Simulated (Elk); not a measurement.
# Fixed-spin-moment curve of TiHg

Aim: the energy of TiHg as a function of its total spin moment.

Calculated with Elk 11.2.3 (patched build); LDA (Perdew-Wang); all-electron APW+lo, Dirac cores, scalar-relativistic bands.

This is a report of a sequence of runs, with most program output left out.

### Step 1. The structure

The structure is tetragonal, space group P4/mmm (No. 123). The conventional cell has a = 3.009 Å, b = 3.009 Å, c = 4.041 Å, α = 90.00°, β = 90.00°, γ = 90.00°. Nearest to Ti lie 8 Hg at 2.93 Å and 4 Ti at 3.01 Å. Nearest to Hg lie 8 Ti at 2.93 Å and 4 Hg at 3.01 Å. Farther neighbours are not listed.

### Step 2. Unconstrained state

The free run shows where the moment settles by itself and gives the state from which the held runs start.

Moments are seeded by fields in the spheres (the last three columns under atoms), set against the wanted direction and reduced each loop.

elk.in

```
tasks
  0

xctype
  3

rgkmax
  7.0

nempty
  14

swidth
  0.005

reducebf
  0.5

epsengy
  1e-05

maxscl
  120

lmaxi
  2

spinpol
  .true.

sppath
  './'

avec
  5.68618590900 0.00000000000 0.00000000000
  0.00000000000 5.68618590900 0.00000000000
  0.00000000000 0.00000000000 7.63638326961

atoms
  2
  'Ti.in'
  1
  0.5000000000 0.5000000000 0.5000000000   0.000000 0.000000 -0.030000
  'Hg.in'
  1
  0.0000000000 0.0000000000 0.0000000000   0.000000 0.000000 0.000000

ngridk
  8 8 8
```

Run with:

```sh
> OMP_NUM_THREADS=4 elk
```

Wall time 82 s (4 threads of Arm Neoverse V2, shared host); peak memory 0.17 GiB; 5.1 min of CPU time.

The moments died away, and this build then starts once more from a stronger push, within the same count of loops. That gave no lower state.

Numbers from this step:

```yaml
final_state: non-magnetic
```

After 44 cycles the seed has died away: no moment is left.

### Step 3. Moment fixed at 0 μB

Holding the total moment away from its free value maps the energy around and beyond the minimum.

A uniform field is adjusted until the total moment meets the target; the run goes on from the state before.

elk.in, as its differences from that of step 2:

```diff
@@ -1,3 +1,3 @@
 tasks
-  0
+  1
 
@@ -30,2 +30,11 @@
 
+fsmtype
+  1
+
+momfix
+  0.000000 0.000000 0.000000
+
+taufsm
+  0.02
+
 sppath
@@ -42,3 +51,3 @@
   1
-  0.5000000000 0.5000000000 0.5000000000   0.000000 0.000000 -0.030000
+  0.5000000000 0.5000000000 0.5000000000   0.000000 0.000000 -0.000030
   'Hg.in'
```

Run with:

```sh
> OMP_NUM_THREADS=4 elk
```

It took 5.9 s on 4 threads; peak memory 0.18 GiB.

This step gave:

* magnetization: 0 μB

Its energy is that of the free run within the threshold.

### Step 4. Moment fixed at 0.075 μB

elk.in, as its differences from that of step 3:

```diff
@@ -34,3 +34,3 @@
 momfix
-  0.000000 0.000000 0.000000
+  0.000000 0.000000 0.075000
```

Run with:

```sh
> OMP_NUM_THREADS=4 elk
```

Run time: 32 s. Hardware: 4 threads; peak memory 0.18 GiB; 2 min of CPU time.

Numbers from this step:

```yaml
magnetization: 0.07500 μB
```

Its energy is that of the free run within the threshold.

### Step 5. Moment fixed at 0.6 μB

elk.in, as its differences from that of step 4:

```diff
@@ -34,3 +34,3 @@
 momfix
-  0.000000 0.000000 0.075000
+  0.000000 0.000000 0.600000
```

Run with:

```sh
> OMP_NUM_THREADS=4 elk
```

Wall time 36 s (4 threads); peak memory 0.18 GiB.

Numbers from this step:

```yaml
magnetization: 0.6000 μB
```

It lies 19.0 meV a cell above the free run.

### Step 6. The curve

In all 9 moments were held (0, 0.075, 0.15, 0.225, 0.3, 0.375, 0.45, 0.525, 0.6 μB), each run going on from a saved state. The curve holds those that converged and the free run; sizes are given without sign.

Energy over the lowest against total spin moment:

```csv
total spin moment (μB a cell),energy over the lowest (meV a cell)
0.000,0
0.075,0.273
0.150,1.03
0.225,2.29
0.300,4.10
0.375,6.62
0.450,9.83
0.525,13.9
0.600,19.0
```

Slope dE/dM read from the holding field against total spin moment:

```csv
total spin moment (μB a cell),slope dE/dM read from the holding field (meV/μB)
0.000,-0.0339
0.075,6.48
0.150,13.2
0.225,20.5
0.300,28.6
0.375,37.9
0.450,48.6
0.525,61.1
0.600,75.7
```

### Step 7. Results

| Item | Value |
| --- | --- |
| lowest point | zero moment |
| E/M² at 0.22 μB | 45 meV/μB² |

The minimum lies at zero moment: the crystal stays non-magnetic, and the energy has risen by 19.0 meV at 0.600 μB. No other minimum shows on the points computed. The field's energy is not in the curve.

[Logs and program files are shortened in this print: banners, set-up blocks, solver, clock and traceback lines can be left out without a mark of their own.]

[Logs are printed without paths, hosts, clocks, repeated set-up lines and the standing remarks that a program may print on its own settings, such as how far it seeks lower states.]

[Hosts, paths, dates, database ids (printed as entryN), source tags and the programs' standing remarks are cut or masked in the printed files.]

[Where a cell is said to come from a database of computed structures, the database is the Materials Project.]
